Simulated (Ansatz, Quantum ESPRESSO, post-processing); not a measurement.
# 1T-SrBrI, 1 layer in an electric field, part 5 of 6

How does 1T-SrBrI, 1 layer respond to a gate-like field without added charge?

Quantum ESPRESSO 7.5; plane-wave DFT, vdW-DF-cx, GBRV ultrasoft pseudopotentials made under PBE; geometry and cross-check by Ansatz 0.2.0 with PAW datasets.

So far. Step 11 (SCF with pw.x: field 0.3 V/Å): The dipole goes from 0.0363 to 0.1803 e Å, 0.4800 e Å per V/Å. Step 12 (Potential by pp.x): The slope in the vacuum is 0.300 eV/Å for an applied 0.30 V/Å, as it should be.

**13. Band structure: field 0.3 V/Å**

f3.bands.in reads:

```
&control
  prefix = 'f3.bands'
  outdir = './out'
  pseudo_dir = './pseudo'
  calculation = 'bands'
  tefield = .true.
  dipfield = .true.
/
&system
  ibrav = 0
  nat = 3
  ntyp = 3
  ecutwfc = 40
  ecutrho = 200
  input_dft = 'vdw-df-cx'
  occupations = 'smearing'
  smearing = 'fd'
  degauss = 0.004
  edir = 3
  emaxpos = 0.97
  eopreg = 0.04
  eamp = 0.00583407
  nbnd = 18
/
&electrons
  conv_thr = 1e-07
  mixing_beta = 0.4
  electron_maxstep = 120
  mixing_mode = 'local-TF'
/
ATOMIC_SPECIES
  I   126.9045  i_pbe_v1.uspp.F.UPF
  Sr  87.6200  sr_pbe_v1.uspp.F.UPF
  Br  79.9040  br_pbe_v1.4.uspp.F.UPF
CELL_PARAMETERS angstrom
  4.70785471547498 0.00000000000000 0.00000000000000
  -2.35392735773749 4.07712178092769 -0.00000000000000
  0.00000000000000 0.00000000000000 20.79047071930000
ATOMIC_POSITIONS crystal
  I   0.666666666667 0.333333333333 0.418771664607
  Sr  0.000000000000 -0.000000000000 0.508472997605
  Br  0.333333333333 0.666666666667 0.580392161288
K_POINTS crystal_b
4
  0.0000000000 0.0000000000 0.0000000000 14
  0.5000000000 0.0000000000 0.0000000000 14
  0.3333333333 0.3333333333 0.0000000000 14
  0.0000000000 0.0000000000 0.0000000000 1
```

The run is started by

```sh
$ cp -r out/f3.save out/f3.bands.save
$ cp out/f3.xml out/f3.bands.xml
$ OMP_NUM_THREADS=1 mpirun -n 4 pw.x -nk 4 -in f3.bands.in > f3.bands.out
```

Numbers of over 12 decimals in the logs are rounded to 6 here.

What it wrote:

```text
[banner, memory and clock lines left out]
Program PWSCF v.7.5 starts
[citation notice left out]

[...]
bravais-lattice index     =            0
     lattice parameter (alat)  =       8.8966  a.u.
     unit-cell volume          =    2693.0081 (a.u.)^3
     number of atoms/cell      =            3
     number of atomic types    =            3
     number of electrons       =        24.00
     number of Kohn-Sham states=           18
     kinetic-energy cutoff     =      40.0000  Ry
     charge density cutoff     =     200.0000  Ry
     Exchange-correlation= VDW-DF-CX
                           (   1   4  27   0   1   0   0)

[...]
PseudoPot. # 1 for I  read from file:
     ./pseudo/i_pbe_v1.uspp.F.UPF
     Pseudo is Ultrasoft + core correction, Zval =  7.0
     Generated by new atomic code, or converted to UPF format
     Using radial grid of  893 points,  6 beta functions with:
                l(1) =   0
                l(2) =   0
                l(3) =   1
                l(4) =   1
                l(5) =   2
                l(6) =   2
     Q(r) pseudized with  8 coefficients,  rinner =    1.500   1.500   1.500
                                                       1.500   1.500

     PseudoPot. # 2 for Sr read from file:
     ./pseudo/sr_pbe_v1.uspp.F.UPF
     Pseudo is Ultrasoft + core correction, Zval = 10.0
     Generated by new atomic code, or converted to UPF format
     Using radial grid of  883 points,  6 beta functions with:
                l(1) =   0
                l(2) =   0
                l(3) =   1
                l(4) =   1
                l(5) =   2
                l(6) =   2
     Q(r) pseudized with  6 coefficients,  rinner =    1.400   1.400   1.400
                                                       1.400   1.400

     PseudoPot. # 3 for Br read from file:
     ./pseudo/br_pbe_v1.4.uspp.F.UPF
     Pseudo is Ultrasoft + core correction, Zval =  7.0
     Generated by new atomic code, or converted to UPF format
     Using radial grid of  879 points,  6 beta functions with:
                l(1) =   0
                l(2) =   0
                l(3) =   1
                l(4) =   1
                l(5) =   2
                l(6) =   2
     Q(r) pseudized with  8 coefficients,  rinner =    1.100   1.100   1.100
                                                       1.100   1.100

     atomic species   valence    mass     pseudopotential
     I                 7.00   126.90450     I ( 1.00)
     Sr               10.00    87.62000     Sr( 1.00)
     Br                7.00    79.90400     Br( 1.00)

     No symmetry found

[...]
number of k points=    43  Fermi-Dirac smearing, width (Ry)=  0.0040
[...]
Dense  grid:   128271 G-vectors     FFT dimensions: (  45,  45, 180)

     Smooth grid:    91857 G-vectors     FFT dimensions: (  36,  36, 160)

     Check: negative core charge=   -0.000002

     The potential is recalculated from file :
     ./out/f3.bands.save/charge-density

     negative rho (up, down):  6.783E-02 0.000E+00

     %%%%%%%%%%%%%%%%%%%%%%%%%%%%%%%%%%%%%%%%%%%%%%%%%%%%%%%%%%%%%%%%%%%%%%%%
     %                                                                      %
     % You are using vdW-DF, which was implemented by the Thonhauser group. %
     % possible and the two reviews that describe the various versions:     %
     %                                                                      %
     %                                                                      %
     % If you are calculating stress with vdW-DF, please also cite:         %
     %                                                                      %
     %                                                                      %
     %%%%%%%%%%%%%%%%%%%%%%%%%%%%%%%%%%%%%%%%%%%%%%%%%%%%%%%%%%%%%%%%%%%%%%%%

     %%%%%%%%%%%%%%%%%%%%%%%%%%%%%%%%%%%%%%%%%%%%%%%%%%%%%%%%%%%%%%%%%%%%%%%%
     %                                                                      %
     %  vdW-DF NEWS:                                                        %
     %                                                                      %
     %  * vdW-DF3 is now available. DOI: 10.1021/acs.jctc.0c00471           %
     %    use with input_dft = 'vdW-DF3-opt1' or 'vdW-DF3-opt2'             %
     %                                                                      %
     %  * Unscreened and range-separated hybrid vdW-DF-cx functionals       %
     %    DOI: 10.1063/1.4986522 and 10.1088/1361-648X/ac2ad2               %
     %    use with input_dft = 'vdW-DF-cx0'    and 'vdW-DF-ahcx'            %
     %  * Unscreened and range-separated hybrid vdW-DF2-b86r functionals    %
     %    DOI: 10.1063/1.4986522 and DOI: 10.1103/PhysRevX.12.041003        %
     %    use with input_dft = 'vdW-DF2-br0' and 'vdW-DF2-ahbr'             %
     %                                                                      %
     %%%%%%%%%%%%%%%%%%%%%%%%%%%%%%%%%%%%%%%%%%%%%%%%%%%%%%%%%%%%%%%%%%%%%%%%

     Adding external electric field

     Computed dipole along edir(3) :
        Dipole                0.3407 Ry au,          0.8659 Debye
        Dipole field          0.0016 Ry au,

        E field amplitude [Ha a.u.]:  5.8341E-03
        Potential amp.        0.3202 Ry
        Total length         37.7168 bohr

     Starting wfcs are   21 randomized atomic wfcs

     Band Structure Calculation
     Davidson diagonalization with overlap

     ethr =  4.17E-10,  avg # of iterations = 51.6

     End of band structure calculation

          k = 0.0000 0.0000 0.0000 ( 11485 PWs)   bands (ev):

   -37.7894 -19.9012 -19.7841 -19.7841 -17.0708 -14.7062  -5.7705  -5.3336
    -5.3336  -4.4817  -4.2001  -4.2001   0.2961   0.6169   1.2908   1.2908
     1.4930   1.5558

          k = 0.0357 0.0206 0.0000 ( 11445 PWs)   bands (ev):

   -37.7894 -19.9006 -19.7861 -19.7844 -17.0694 -14.7050  -5.7667  -5.3418
    -5.3328  -4.4790  -4.2183  -4.2051   0.3185   0.6356   1.2634   1.3055
     1.5187   1.5553

[...]
```

Elapsed: 1.8 min, on 4 MPI ranks of Arm Neoverse N1, shared host; peak memory 0.87 GiB; 6.9 min of CPU time.

Band numbers count within the set of bands kept for display. Electronic bands along the path, in eV, zero at the highest filled level of the SCF mesh; v1 is the highest filled band, c1 the lowest empty one:

```
  point     v4     v3     v2     v1    c1    c2    c3    c4
      Γ  -1.13  -0.28   0.00   0.00  4.50  4.82  5.49  5.49
halfway  -1.11  -0.65  -0.19  -0.18  4.95  5.21  5.72  6.00
      M  -1.09  -0.70  -0.40  -0.34  4.71  6.28  6.45  6.71
halfway  -1.13  -0.68  -0.53  -0.40  5.08  6.10  6.35  6.78
      K  -1.18  -0.65  -0.65  -0.45  5.73  5.77  6.07  6.84
halfway  -1.13  -0.70  -0.29  -0.20  5.21  5.42  5.57  5.94
      Γ  -1.13  -0.28   0.00   0.00  4.50  4.82  5.49  5.49
```

Upper empty bands that drop with the field can be states of the vacuum, held by the sawtooth; they depend on the cell's width.

Along this path the valence top lies at Γ and the conduction bottom at Γ.

**14. Density by pp.x**

plot_num = 0 writes the valence density.

f0.rho.in reads:

```
&inputpp
  prefix = 'f0'
  outdir = './out'
  filplot = 'f0.rho.dat'
  plot_num = 0
/
```

The run is started by

```sh
$ OMP_NUM_THREADS=1 mpirun -n 4 pp.x -in f0.rho.in > f0.rho.out
```

What it wrote:

```text
[banner, memory and clock lines left out]
Program POST-PROC v.7.5 starts

          URL

     ./out/f0.save/

     IMPORTANT: XC functional enforced from input :
     Exchange-correlation= VDW-DF-CX
                           (   1   4  27   0   1   0   0)
     Any further DFT definition will be discarded
     Please, verify this is what you really want

     Check: negative core charge=   -0.000002

     negative rho (up, down):  6.782E-02 0.000E+00

     %%%%%%%%%%%%%%%%%%%%%%%%%%%%%%%%%%%%%%%%%%%%%%%%%%%%%%%%%%%%%%%%%%%%%%%%
     %                                                                      %
     % You are using vdW-DF, which was implemented by the Thonhauser group. %
     % possible and the two reviews that describe the various versions:     %
     %                                                                      %
     %                                                                      %
     % If you are calculating stress with vdW-DF, please also cite:         %
     %                                                                      %
     %                                                                      %
     %%%%%%%%%%%%%%%%%%%%%%%%%%%%%%%%%%%%%%%%%%%%%%%%%%%%%%%%%%%%%%%%%%%%%%%%

     %%%%%%%%%%%%%%%%%%%%%%%%%%%%%%%%%%%%%%%%%%%%%%%%%%%%%%%%%%%%%%%%%%%%%%%%
     %                                                                      %
     %  vdW-DF NEWS:                                                        %
     %                                                                      %
     %  * vdW-DF3 is now available. DOI: 10.1021/acs.jctc.0c00471           %
     %    use with input_dft = 'vdW-DF3-opt1' or 'vdW-DF3-opt2'             %
     %                                                                      %
     %  * Unscreened and range-separated hybrid vdW-DF-cx functionals       %
     %    DOI: 10.1063/1.4986522 and 10.1088/1361-648X/ac2ad2               %
     %    use with input_dft = 'vdW-DF-cx0'    and 'vdW-DF-ahcx'            %
     %  * Unscreened and range-separated hybrid vdW-DF2-b86r functionals    %
     %    DOI: 10.1063/1.4986522 and DOI: 10.1103/PhysRevX.12.041003        %
     %    use with input_dft = 'vdW-DF2-br0' and 'vdW-DF2-ahbr'             %
     %                                                                      %
     %%%%%%%%%%%%%%%%%%%%%%%%%%%%%%%%%%%%%%%%%%%%%%%%%%%%%%%%%%%%%%%%%%%%%%%%

     Adding external electric field

     Computed dipole along edir(3) :
        Dipole                0.0685 Ry au,          0.1742 Debye
        Dipole field          0.0003 Ry au,

        Potential amp.       -0.0241 Ry
        Total length         37.7168 bohr

     Calling punch_plot, plot_num =   0
     Writing data to file  f0.rho.dat
     Message from routine chdens:
     namelist plot not found or invalid, exiting

Note: The following floating-point exceptions are signalling: IEEE_UNDERFLOW_FLAG
Note: The following floating-point exceptions are signalling: IEEE_UNDERFLOW_FLAG
Note: The following floating-point exceptions are signalling: IEEE_UNDERFLOW_FLAG
Note: The following floating-point exceptions are signalling: IEEE_UNDERFLOW_FLAG
```

Run time: 33 s. Hardware: 4 MPI ranks; peak memory 0.44 GiB.

Numbers from this step:

- electrons by integration: 24.00 e

Mean over planes. Table of valence density, planar mean by z:

```
z (Å)  valence density, planar mean (e/Å³)
  4.5                               1.0e-5
  5.0                               4.2e-5
  5.5                               1.8e-4
  6.0                               7.3e-4
  6.5                              0.00309
  7.0                               0.0134
  7.5                               0.0541
  8.0                                0.145
  8.5                                0.182
  9.0                                0.185
  9.5                                0.182
 10.0                                0.269
 10.5                                0.327
 11.0                                0.345
 11.5                                0.250
 12.0                                0.245
 12.5                                0.197
 13.0                               0.0845
 13.5                               0.0192
 14.0                              0.00412
 14.5                               9.4e-4
 15.0                               2.1e-4
 15.5                               4.8e-5
 16.0                               1.1e-5
```

Valence density in the ca plane at fractional y = 0.333, with atoms of I within 0.2 Å of it. It is the smooth field of the valence electrons, not physical close to the nuclei.

Values in units of 1e-1 e/Å³, 7 rows by 16 columns, each cell a mean:
```
0.0 0.0 0.0 0.0 0.0 0.2 2.3 4.2 1.6 0.4 0.4 0.2 0.0 0.0 0.0 0.0
0.0 0.0 0.0 0.0 0.0 0.6 4.7 5.5 3.4 0.3 0.1 0.0 0.0 0.0 0.0 0.0
0.0 0.0 0.0 0.0 0.0 0.7 4.5 7.7 3.7 0.4 0.1 0.0 0.0 0.0 0.0 0.0
0.0 0.0 0.0 0.0 0.0 0.4 3.6 5.3 2.2 0.3 0.3 0.1 0.0 0.0 0.0 0.0
0.0 0.0 0.0 0.0 0.0 0.1 0.8 1.5 0.8 0.7 1.0 0.4 0.1 0.0 0.0 0.0
0.0 0.0 0.0 0.0 0.0 0.0 0.2 0.3 0.6 1.3 1.9 0.8 0.1 0.0 0.0 0.0
0.0 0.0 0.0 0.0 0.0 0.1 0.4 0.8 0.6 0.9 1.3 0.6 0.1 0.0 0.0 0.0
```
Columns run along c (16.0 Å, from fractional 0.08 to 0.85 of the cell), rows up along a (4.7 Å). Atoms in or near the plane, at fractional coordinates: I at (0.42, 0.67).

The density integrates to 24.000 electrons, as the 24 of the input ask.

**15. Density by pp.x**

f2.rho.in reads:

```
&inputpp
  prefix = 'f2'
  outdir = './out'
  filplot = 'f2.rho.dat'
  plot_num = 0
/
```

The run is started by

```sh
$ OMP_NUM_THREADS=1 mpirun -n 4 pp.x -in f2.rho.in > f2.rho.out
```

It took 34 s on 4 MPI ranks; peak memory 0.26 GiB; 2.2 min of CPU time.

**16. Charge moved by a field of 0.2 V/Å**

Numbers from this step:

```
largest charge moved across a plane : 9.56e-4 e/Å²
dipole step                         : -0.9048 eV
```

The planar mean by z:

z (Å), planar mean (e/Å³) and a bar from the least value:
```
        2    0.00000 #################
        3    0.00000 #################
        4    0.00000 #################
        5    0.00001 ##################
        6    0.00007 ###################
        7    0.00039 #############################
        8    0.00044 ##############################
        9   -0.00002 #################
       10   -0.00023 ###########
       11    0.00017 ######################
       12   -0.00009 ###############
       13   -0.00060 
       14   -0.00018 ############
       15   -0.00002 #################
       16    0.00000 #################
       17    0.00000 #################
       18    0.00000 #################
```

Running integral, electrons below z against z:

```
z (Å)  running integral, electrons below z (e/Å²)
    3                                      5.5e-8
    4                                      5.2e-7
    5                                      4.6e-6
    6                                      3.8e-5
    7                                      2.5e-4
    8                                      8.0e-4
    9                                      9.5e-4
   10                                      7.8e-4
   11                                      7.9e-4
   12                                      8.3e-4
   13                                      4.7e-4
   14                                      8.0e-5
   15                                      9.2e-6
   16                                      8.3e-7
   17                                      7.0e-8
```

**17. Polarisability from the dipole between 0 and 0.1 V/A**

This step gave:

* change of slope in the vacuum: 0.10000 eV/Å
* polarisability a cell: 6.901 Å³
* sheet polarisability 4πα/A: 4.518 Å

Change of the potential energy, second field less first against z:

z (Å), change of the potential energy, second field less first (eV) and a bar from the least value:
```
      0.0     -0.389 #######
      0.5     -0.746 
      1.0     -0.696 #
      1.5     -0.646 ##
      2.0     -0.596 ###
      2.5     -0.546 ####
      3.0     -0.496 #####
      3.5     -0.446 ######
      4.0     -0.396 #######
      4.5     -0.346 ########
      5.0     -0.296 #########
      5.5     -0.246 ##########
      6.0     -0.197 ###########
      6.5     -0.150 ############
      7.0     -0.106 #############
      7.5     -0.071 ##############
      8.0     -0.050 ##############
      8.5     -0.039 ##############
      9.0     -0.031 ##############
      9.5     -0.024 ##############
     10.0     -0.012 ###############
     10.5      0.004 ###############
     11.0      0.020 ###############
     11.5      0.033 ################
     12.0      0.044 ################
     12.5      0.058 ################
     13.0      0.080 #################
     13.5      0.113 #################
     14.0      0.156 ##################
     14.5      0.204 ###################
     15.0      0.253 ####################
     15.5      0.302 #####################
     16.0      0.352 ######################
     16.5      0.402 #######################
     17.0      0.452 ########################
     17.5      0.502 #########################
     18.0      0.552 ##########################
     18.5      0.602 ###########################
     19.0      0.652 ############################
     19.5      0.702 #############################
     20.0      0.752 ##############################
     20.5      0.150 ##################
```

**18. Dipole against field**

The dipole along the normal, dipole moment by applied field:

```
applied field (V/Å)  dipole along the normal, dipole moment (e·Å)
              0.000                                        0.0363
              0.100                                        0.0842
              0.200                                         0.132
              0.300                                         0.180
```

**19. The same in Ansatz: field 0.1 V/Å**

A second code with its own PAW datasets, on the same atoms.

Level of this step: plane-wave DFT, PBE, Ansatz PAW (Ansatz 0.2.0).

input.yaml reads:

```yaml
crystal:
  lattice:
    - [4.7078547155, 0.0, 0.0]
    - [-2.3539273577, 4.0771217809, 0.0]
    - [0.0, 0.0, 20.7904707193]
  atoms:
    - { symbol: I, position: [0.6666666667, 0.3333333333, 0.4187716646] }
    - { symbol: Sr, position: [0.0, 0.0, 0.5084729976] }
    - { symbol: Br, position: [0.3333333333, 0.6666666667, 0.5803921613] }
kpoints:
  mp_grid: { grid: [6, 6, 1] }
hamiltonian:
  xc: pbe
scf:
  occupations: { method: fermi_dirac, width: 0.054 }
  convergence: { dr2_threshold: 1.0e-09 }
efield:
  axis: 3
  dipole_correction: true
  ramp_position: 0.97
  ramp_width: 0.04
  amplitude: 0.1
output:
  write_potential: true
  write_density: true
  volumetric_format: npy
```

The run is started by

```sh
$ ansatz run input.yaml --threads 4 --pin off --max-ram 8192MiB --backend cpu --events-out ev --progress --plain --runs-dir out
```

What it wrote:

```text
[...]
Crystal: 3 atoms, lattice volume = 399.063 Å³
Basis set: ecut = 420 eV, 7779 PW (Γ)
Bands: 21, of which v1, the nominal top of the filled ones, is band 17 counted from 1 (16 counted from 0)
Symmetry: 6 space group operations
[...]
k-points: 7 of 36 (time reversal used)
[...]
SCF iter  10: F=-13846.095024 eV  HF=-13846.095024 eV  |F-HF|=4.18e-11  |Δ(HF+E_count)|=  3.20e-10  Δρ=1.32e-7  dr2=8.58e-11  ethr=2.94e-12  p=0.082 e·Å  D=3.73e-2 V/Å  ΔV_dip=-0.78 eV  dr2_dipole=1.07e-12  V_vac-E_F(+/−)=5.17/4.03 eV  ⟨swp⟩=6.7  Hψ=544  notcnv=0
SCF 1 converged in 10 iterations: F = -13846.095024 eV  dr2 = 8.58e-11
[...]
SCF converged after 10 iterations
Free energy (F): -13846.095024 eV
[...]
Internal energy: -13846.095024 eV  (E = F + TS)
E sigma→0 (E₀):  -13846.095024 eV
Fermi energy:    -1.604701 eV
Dipole field:    D = 0.037333 V/Å  (p = 0.082333 e·Å, saw-weighted, corrected)
Work function:   not extracted (applied field tilts the vacuum); planar V_es + V_field profile in the machine report
[...]
--- Band table (eV; the first three rows and the last of 7) ---
  k-point 0: bands = [... 13 lower, -5.1422, -4.2005, -3.8798, -3.8798, 0.6417, 1.5156, 1.5156, 1.7358]
  k-point 1: bands = [... 13 lower, -5.1309, -4.3065, -4.0724, -3.9732, 1.0423, 1.3936, 1.8111, 1.9890]
  k-point 2: bands = [... 13 lower, -5.1150, -4.6576, -4.1677, -4.1360, 0.8396, 2.0583, 2.2687, 2.4585]
  k-point 6: bands = [... 13 lower, -5.1467, -4.5983, -4.5573, -4.3163, 1.7370, 1.7700, 2.1036, 2.9745]
```

The job ended after 7.5 s (4 threads; peak memory 0.57 GiB; 17 s of CPU time).

This step gave:

| Item | Value |
| --- | --- |
| free energy | -13846.0950 eV |
| Fermi energy | -1.605 eV |
| gap by band count | 4.522 eV |
| dipole along the normal | 0.08233 e·Å |

At 0.1 V/Å Ansatz's dipole is 0.0823 e Å against 0.0842 from pw.x, under another functional.

(Part 5 of 6 ends here.)

[Logs are printed without paths, hosts, clocks, repeated set-up lines and the standing remarks that a program may print on its own settings, such as how far it seeks lower states.]

[Hosts, paths, dates, database ids (printed as entryN), source tags and the programs' standing remarks are cut or masked in the printed files.]

[Maps of the electrostatic potential energy from Ansatz leave out the sawtooth potential of an applied field or a dipole correction, so their vacuum need not be flat; planar profiles and work functions include it.]
